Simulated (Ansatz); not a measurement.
**AlN (F-43m):Te_N, thermodynamic levels from a 54-atom cell**

Wanted: the transition levels of a substitutional impurity in AlN (F-43m), from a cell of 54 host atoms with 1 N taken out and 1 Te put in.

Program: Ansatz 0.2.0. Level of theory: place-levels on r2SCAN runs: charge-transition levels and formation energies with image-charge correction and potential alignment at the atomic sites; PAW set soft_1. Results are calculated unless marked as measured.

### 1. Starting point

The cell holds 54 atoms: 27 Al, 26 N and 1 Te. Its edges and angles: a = 9.269 Å, b = 9.269 Å, c = 9.269 Å, α = 60.0°, β = 60.0°, γ = 60.0°. It derives from AlN (space group F-43m). Nearest the centre at fractional (0.417, 0.417, 0.417): Te28 at 0.00 Å, Al29 at 1.89 Å, Al45 at 1.89 Å, Al33 at 1.89 Å, Al27 at 1.89 Å, N30 at 3.09 Å, N24 at 3.09 Å, N12 at 3.09 Å.

As a file:

```xyz
54
Lattice="0.0000 6.5542 6.5542 6.5542 0.0000 6.5542 6.5542 6.5542 0.0000" Properties=species:S:1:pos:R:3 pbc="T T T"
Al    0.0000    0.0000    0.0000
N     1.0924    1.0924    1.0924
Al    2.1847    2.1847    0.0000
N     3.2771    3.2771    1.0924
Al    4.3695    4.3695    0.0000
N     5.4618    5.4618    1.0924
Al    2.1847    0.0000    2.1847
N     3.2771    1.0924    3.2771
Al    4.3695    2.1847    2.1847
N     5.4618    3.2771    3.2771
Al    6.5542    4.3695    2.1847
N     7.6466    5.4618    3.2771
Al    4.3695    0.0000    4.3695
N     5.4618    1.0924    5.4618
Al    6.5542    2.1847    4.3695
N     7.6466    3.2771    5.4618
Al    8.7389    4.3695    4.3695
N     9.8313    5.4618    5.4618
Al    0.0000    2.1847    2.1847
N     1.0924    3.2771    3.2771
Al    2.1847    4.3695    2.1847
N     3.2771    5.4618    3.2771
Al    4.3695    6.5542    2.1847
N     5.4618    7.6466    3.2771
Al    2.1847    2.1847    4.3695
N     3.2771    3.2771    5.4618
Al    4.3695    4.3695    4.3695
Te    5.4618    5.4618    5.4618
Al    6.5542    6.5542    4.3695
N     7.6466    7.6466    5.4618
Al    4.3695    2.1847    6.5542
N     5.4618    3.2771    7.6466
Al    6.5542    4.3695    6.5542
N     7.6466    5.4618    7.6466
Al    8.7389    6.5542    6.5542
N     9.8313    7.6466    7.6466
Al    0.0000    4.3695    4.3695
N     1.0924    5.4618    5.4618
Al    2.1847    6.5542    4.3695
N     3.2771    7.6466    5.4618
Al    4.3695    8.7389    4.3695
N     5.4618    9.8313    5.4618
Al    2.1847    4.3695    6.5542
N     3.2771    5.4618    7.6466
Al    4.3695    6.5542    6.5542
N     5.4618    7.6466    7.6466
Al    6.5542    8.7389    6.5542
N     7.6466    9.8313    7.6466
Al    4.3695    4.3695    8.7389
N     5.4618    5.4618    9.8313
Al    6.5542    6.5542    8.7389
N     7.6466    7.6466    9.8313
Al    8.7389    8.7389    8.7389
N     9.8313    9.8313    9.8313
```

Screening for the image-charge correction: ε∞ = 4.64, ε0 = 8.51, computed on the host (DFPT, PBEsol, on the r2SCAN cell), and a cell off the functional's own equilibrium shifts the ionic part.

The cell's shortest repeat is 9.3 Å.

### 2. Charge states

A transition level is the Fermi level at which two charge states cost the same, so each charge needs its own total energy, at its own relaxed structure.

Random displacements of about 0.05 Å break the site symmetry at the start, so that the relaxation can reach a distorted minimum if there is one. Forces are taken at one point at (¼, ¼, ¼). The cell holds 1 electron more than the neutral one, with a uniform background that keeps it neutral on the whole.

The sampling was tested on the host first: at the k-points planned (1x1x1 shifted 0.25 0.25 0.25) its energy lies 0.045 eV an atom from the dense-mesh value, so the final energies take a denser sampling.

One state's input; the others differ in charge, spin, start and seed, and in occupations where the table says so.

Contents of qm1.relax/input.yaml:

```yaml
crystal:
  lattice:
    - [0.0, 2.18472995, 2.18472995]
    - [2.18472995, 0.0, 2.18472995]
    - [2.18472995, 2.18472995, 0.0]
  atoms:
    - { symbol: Al, position: [0.0, 0.0, 0.0] }
    - { symbol: "N", position: [0.25, 0.25, 0.25] }
  supercell: [3, 3, 3]
  defects: [{ substitution: { at: 27, symbol: Te } }]
total_charge: -1
basis:
  ecutwfc: 500
  xc_grid: 2
hamiltonian:
  xc: r2scan
  pseudopotentials: { kind: paw, azcp: { folder: soft_1 } }
kpoints:
  mp_grid: { grid: [1, 1, 1], shift: [0.25, 0.25, 0.25] }
scf:
  occupations: { method: fixed }
  max_iter: 100
output:
  forces: true
  charged_corrections: { epsilon: 4.64, static_epsilon: 8.51 }
relax:
  f_tol: 0.02
  max_steps: 80
  random_displacement: { amplitude: 0.05, seed: 6508 }
checkpoint:
  write: "../qm1.relax.run"
  compress: false
  write_wavefunctions: true
  write_every: 100000
```

Started as:

```console
ansatz run input.yaml --threads 4 --pin off --max-ram 7536MiB --backend cpu --events-out ev --progress --plain --runs-dir out
```

The relaxed structure is kept and the sampling changed to a 2×2×2 shifted mesh.

The run of this state that the levels use, under r2SCAN:

Contents of qm1.point/input.yaml:

```yaml
crystal:
  checkpoint: "../qm1.relax.run"
  host: checkpoint
total_charge: -1
basis:
  ecutwfc: 500
  xc_grid: 2
hamiltonian:
  xc: r2scan
  pseudopotentials: { kind: paw, azcp: { folder: soft_1 } }
kpoints:
  mp_grid: { grid: [2, 2, 2], shift: [0.5, 0.5, 0.5] }
scf:
  occupations: { method: fermi_dirac, width: 0.01 }
  max_iter: 100
output:
  forces: true
  eigenvalues: true
  charged_corrections:
    epsilon: 4.64
    static_epsilon: 8.51
    defect_position: [0.416667, 0.416667, 0.416667]
  eigenstates: { localisation: true }
  populations: true
  band_densities: [{ bands: [v1, v1] }, { bands: [c1, c1] }]
  write_density: true
  write_potential: true
  volumetric_format: npy
checkpoint:
  read: "../qm1.relax.run"
  write: "../qm1.point.run"
  compress: false
  write_wavefunctions: false
  write_every: 100000
```

Relaxations under r2SCAN at one point at (¼, ¼, ¼); times on 4 threads of Intel Xeon Platinum 8259CL at 2.50GHz (Skylake/Cascade Lake), shared host:

```tsv
charge	moment (μB)	occupations	outcome	steps	largest displacement against the far atoms (Å)	time
−1	0	fixed	converged	9	0.58	1.8 min
0	1	fixed	converged	12	0.55	4.8 min
+1	0	fixed	converged	8	0.45	99 s
```

Single points under r2SCAN at a 2×2×2 shifted mesh; times on 4 threads of Intel Xeon Platinum 8259CL at 2.50GHz (Skylake/Cascade Lake), shared host:

```tsv
charge	moment (μB)	occupations	outcome	time
−1	0	fermi-dirac	converged	53 s
0	1	fermi-dirac	converged	2.4 min
+1	0	fermi-dirac	converged	52 s
```

Distances (Å) from Te28 to the nearest atoms after relaxation with r2SCAN:

```tsv
charge	moment (μB)	1.	2.	3.	4.	5.	6.
−1	0	Al 2.36	Al 2.36	Al 2.36	Al 2.42	N 3.09	N 3.09
0	1	Al 2.35	Al 2.35	Al 2.35	Al 2.38	N 3.10	N 3.10
+1	0	Al 2.33	Al 2.33	Al 2.33	Al 2.33	N 3.15	N 3.15
```

### 3. Placing the levels, r2SCAN

A charged cell interacts with its images and the background, and its potential has another zero than the host's. place-levels removes the first by a point-charge model, screened by the static dielectric constant since the ions have relaxed around the charge, and the second by comparing potentials at atoms far from the defect.

The host is a run of the defect-free crystal in the same cutoffs, grids and k-points, so that basis and sampling errors cancel in part in the differences. The host is run in a cell of 2 atoms on a matching mesh. Its band edges are searched through the zone by a band path, so the gap is smaller than, or equal to, that on the mesh. Chemical potentials are energies per atom of N (N2 molecule) and Te (trigonal tellurium), run with the same functional and cutoff.

Contents of levels.point.yaml:

```yaml
host:
  run: host.point.run
states: [qm1.point.run, q0_M1.point.run, qp1.point.run]
geometry_from:
  qm1.point.run: qm1.relax.run
  q0_M1.point.run: q0_M1.relax.run
  qp1.point.run: qp1.relax.run
  host.point.run: host.relax.run
chemical_potentials:
  "N":
    energy: -384.814403
    dataset: "<sha256 of the dataset>"
  Te:
    energy: -6994.903559
    dataset: <sha256 of the dataset>
epsilon: 4.64
static_epsilon: 8.51
vertical:
  - { from: qm1.point.run, to: qm1.point_neutral.run }
  - { from: qp1.point.run, to: qp1.point_neutral.run }
```

Started as:

```console
ansatz place-levels levels.point.yaml -- --threads 4 --pin off --max-ram 7536MiB
```

Numbers of over 12 decimals in the logs are rounded to 6 here.

What it wrote:

```text
[... repeated set-up lines and file paths are left out, and long positions are rounded to six places ...]
(+1/0) 3.547 eV above the valence edge, 0.371 eV under the conduction edge
(0/-1) 4.186 eV above the valence edge, in the conduction band
formation energy of charge +1: +6.431 eV with the Fermi level at the valence edge
formation energy of charge 0: +9.979 eV with the Fermi level at the valence edge
formation energy of charge -1: +14.165 eV with the Fermi level at the valence edge
vertical -1 to 0: no energy, since no alignment is typed
  the change from vertical[0].from (qm1.point.run) to vertical[0].to (qm1.point_neutral.run): by its potential at epsilon 4.64 it stands at 0.251 0.930 0.251, with an rms radius of about 2.4 Å (1.4 1.4 1.4 Å across the planes of the cell's vectors); [...]
vertical +1 to 0: no energy, since no alignment is typed
  the change from vertical[1].from (qp1.point.run) to vertical[1].to (qp1.point_neutral.run): by its potential at epsilon 4.64 it stands at 0.230 0.231 0.230, with an rms radius of about 3.7 Å (2.1 2.1 2.1 Å across the planes of the cell's vectors); [...]
  edges by r2scan, gap 3.918 eV; the host is sampled to repeats of 18.54 Å
  the defect's cells are sampled to repeats of 18.54 Å, like sampling
  charge +1: -31678.1929 eV with its correction of +0.817 eV, at epsilon 8.51, aligned at sites: +0.5210 eV, mean over 19 atomic sites at or beyond 4.63 Å from the host's site at [0.4168, 0.4168, 0.4168] by the defect at [0.4167, 0.4167, 0.4167], with [...]
  charge 0: +0.000 eV for its dipole among its images, +0.000 omitted
  charge -1: -31657.0578 eV with its correction of -0.418 eV, at epsilon 8.51, aligned at sites: +0.7139 eV, mean over 19 atomic sites at or beyond 4.63 Å from the host's site at [0.4168, 0.4168, 0.4168] by the defect at [0.4167, 0.4167, 0.4167], with [...]
  of states[2] (qp1.point.run): it parts from the run at its places by a charge that spreads by about 2.1 Å along one vector (1.3 Å or more is wide), by its potential at epsilon 4.64, taken for that of held ions (one typed too small widens it), where the cell [...]
  of states[1] (q0_M1.point.run): its alignment with the host at atomic sites is doubtful: the mean over the far sites moves by +0.1393 eV from their farther parts to their nearer, more than 0.05 eV. [...]
  of states[0] (qm1.point.run): it parts from the run at its places by a charge that spreads by about 1.4 Å along one vector (1.3 Å or more is wide), by its potential at epsilon 4.64, taken for that of held ions (one typed too small widens it), where the cell [...]
  of vertical[0].from (qm1.point.run): it parts from the run at its places by a charge that spreads by about 1.4 Å along one vector (1.3 Å or more is wide), by its potential at epsilon 4.64, taken for that of held ions (one typed too small widens it), where [...]
  of vertical[0].to (qm1.point_neutral.run): stability_check_not_made
  of vertical[1].from (qp1.point.run): it parts from the run at its places by a charge that spreads by about 2.1 Å along one vector (1.3 Å or more is wide), by its potential at epsilon 4.64, taken for that of held ions (one typed too small widens it), where [...]
  of vertical[1].to (qp1.point_neutral.run): its moments are held at its close (magnetization.spin_locking), by a field of 0.006 eV a Bohr magneton, and its energy and levels are of the state that this holds: a run that lets them go can end lower; [...]
```

Wall time 0.72 s (4 threads of Intel Xeon Platinum 8259CL at 2.50GHz (Skylake/Cascade Lake), shared host).

Levels between the charges placed, in eV above the valence top:

```tsv
	gap (eV)	(+1/0)	(0/−1)
r2SCAN	3.92	3.55	4.19
```

Corrections by state:

```tsv
charge	moment (μB)	image terms and alignment (eV)	band filling (eV)	ε used	over the lowest of its charge, as the program ranks them, band filling apart (eV)
+1	0.0	0.817	-	8.51	0.000
0	1.0	0.000	-	-	0.000
−1	0.0	-0.418	-	8.51	0.000
```

The charged structures listed were also run neutral, and place-levels reads from each pair, by the potential or the spins, how wide the charge is by which they differ; that can be the carrier of either run.

```tsv
charge	rms radius (Å)	spread where it is widest against the cell (Å)	wide from (Å)	reading
+1	3.7	2.11	1.31	wide
−1	2.4	1.43	1.31	wide
```

The neutral runs of these pairs need not share the spin of the lowest neutral state, and very wide values only mean spread over the cell.

From the program's caveats on the states, each cut to its opening words:

- charge +1: it parts from the run at its places by a charge that spreads by about 2.1 Å along one vector (1.3 Å or more is wide), by its potential at epsilon 4.64, taken [...]
- charge +1: its alignment with the host at atomic sites is doubtful: the mean over the far sites moves by +0.0799 eV from their farther parts to their nearer, more than [...]
- charge 0 (1 μB): its alignment with the host at atomic sites is doubtful: the mean over the far sites moves by +0.1393 eV from their farther parts to their nearer, more than [...]
- charge 0 (1 μB): flagged: stability check not made
- charge −1: it parts from the run at its places by a charge that spreads by about 1.4 Å along one vector (1.3 Å or more is wide), by its potential at epsilon 4.64, taken [...]
- charge −1: its alignment with the host at atomic sites is doubtful: the mean over the far sites moves by +0.2467 eV from their farther parts to their nearer, more than [...]
- charge −1: the host's ions (past the first shell or, of a walk that freed a part, those that it held) aren't shown at rest: they stand up to 0.193 Å off their sites, 2.82 [...]

The host's formation energy from the elements is -1.603 eV per atom; it sets how far the chemical potentials can move.

Limit set by the element alone; other compounds of these elements are not counted. Chemical potentials from the elements' reference states: Al 0.00 eV, N -3.21 eV, Te 0.00 eV. Formation energies (Al-rich), with the Fermi level at the valence top and at the conduction bottom (gap 3.92 eV):

```tsv
charge	at valence top (eV)	at conduction bottom (eV)	correction included (eV)
+1	3.23	7.14	0.82
0	6.77	6.77	0.00
−1	10.96	7.04	-0.42
```

Fermi level (eV), lowest formation energy (eV) and a bar from the least value:
```
     0.00       3.23 
     0.36       3.58 ###
     0.71       3.94 ######
     1.07       4.29 #########
     1.42       4.65 ############
     1.78       5.01 ###############
     2.14       5.36 ##################
     2.49       5.72 #####################
     2.85       6.08 ########################
     3.21       6.43 ###########################
     3.56       6.77 ##############################
     3.92       6.77 ##############################
```

Limit set by the element alone; other compounds of these elements are not counted. Chemical potentials from the elements' reference states: N 0.00 eV, Al -3.21 eV, Te 0.00 eV. Formation energies (N-rich), with the Fermi level at the valence top and at the conduction bottom (gap 3.92 eV):

```tsv
charge	at valence top (eV)	at conduction bottom (eV)	correction included (eV)
+1	6.43	10.35	0.82
0	9.98	9.98	0.00
−1	14.16	10.25	-0.42
```

Fermi level (eV), lowest formation energy (eV) and a bar from the least value:
```
     0.00       6.43 
     0.36       6.79 ###
     0.71       7.14 ######
     1.07       7.50 #########
     1.42       7.85 ############
     1.78       8.21 ###############
     2.14       8.57 ##################
     2.49       8.93 #####################
     2.85       9.28 ########################
     3.21       9.64 ###########################
     3.56       9.98 ##############################
     3.92       9.98 ##############################
```

### 4. The same at the relaxations' own k-points

The relaxations' own energies give the levels at their sampling, for comparison.

Contents of levels.relax_mesh.yaml:

```yaml
host:
  run: host.relax.run
states: [qm1.relax.run, q0_M1.relax.run, qp1.relax.run]
chemical_potentials:
  "N":
    energy: -384.814403
    dataset: "<sha256 of the dataset>"
  Te:
    energy: -6994.903559
    dataset: <sha256 of the dataset>
```

Started as:

```console
ansatz place-levels levels.relax_mesh.yaml -- --threads 4 --pin off --max-ram 7536MiB
```

What it wrote:

```text
(+1/0) 3.500 eV above the valence edge, 0.371 eV under the conduction edge
(0/-1) 4.165 eV above the valence edge, in the conduction band
formation energy of charge +1: +6.760 eV with the Fermi level at the valence edge
formation energy of charge 0: +10.259 eV with the Fermi level at the valence edge
formation energy of charge -1: +14.425 eV with the Fermi level at the valence edge
  edges by r2scan, gap 3.870 eV; the host is sampled to repeats of 9.27 Å
[... the lines on each state left out ...]
```

Elapsed: 0.23 s, on 4 threads.

Levels between neighbouring charges, in eV above the valence top:

```tsv
	gap (eV)	(+1/0)	(0/−1)
one point at (¼, ¼, ¼)	3.87	3.50	4.17
a 2×2×2 shifted mesh	3.92	3.55	4.19
```

Going from one point at (¼, ¼, ¼) to a 2×2×2 shifted mesh moves the levels that carry no band-filling term by up to 0.05 eV and formation energies against the elements by up to 0.33 eV.

### 5. Outcome

| Property | Result |
| --- | --- |
| gap of the host | 3.92 eV (r2SCAN) |
| level (plus 1/0) | 3.55 eV above the valence top |
| level (0/minus 1) | 4.19 eV above the valence top, past the conduction bottom |
| lowest of the charges placed, just above the valence top (0.02 eV) | +1 |
| lowest of the charges placed, just below the conduction bottom (0.02 eV) | 0 |
| lowest formation energy at mid-gap of the charges run, Al-rich | 5.18 eV |
| lowest formation energy at mid-gap of the charges run, N-rich | 8.39 eV |

Of the charges placed (−1, 0 and +1), the lowest changes at 3.55 eV (+1/0) above the valence top, in a gap of 3.92 eV. (+1/0) lies nearer to a band edge than the share of the finite-size correction in it (0.82 eV), and that correction holds for a localised charge alone. Charges above +1 were not placed, so these runs say nothing of levels that involve them. States placed: +1 at 0 μB; 0 at 1 μB; −1 at 0 μB. Other spin states or structures, where not listed, weren't placed. Te is taken at its element; compounds, which aren't counted here, bound the chemical potentials and would shift these formation energies. Going from one point at (¼, ¼, ¼) to a 2×2×2 shifted mesh moves the levels that carry no band-filling term by up to 0.05 eV and formation energies against the elements by up to 0.33 eV. The program doubts the alignment of potentials for at least one state, a sign that the cell is small. What this leaves open: r2SCAN makes the gap too small and tends to spread out bound carriers; where a gas molecule sets a chemical potential or the host's formation energy, its binding is uncorrected; spin–orbit coupling, which can matter with heavy atoms, is left out; force components of up to 0.32 eV/Å remain in a run at the final settings.

[Logs are printed without paths, hosts, clocks, repeated set-up lines and the standing remarks that a program may print on its own settings, such as how far it seeks lower states.]

[Hosts, paths, dates, database ids (printed as entryN), source tags and the programs' standing remarks are cut or masked in the printed files.]

[Where a table of states has a column of steps, it counts the stored structures, which are thinned; the runs took as many ionic steps or more.]

[A defect's name tells the site on which it was built; relaxed atoms can leave that site.]

[For some hosts the program warned that the k-mesh of the response run may be too coarse for force constants and the static dielectric constant; such warnings are not shown here.]
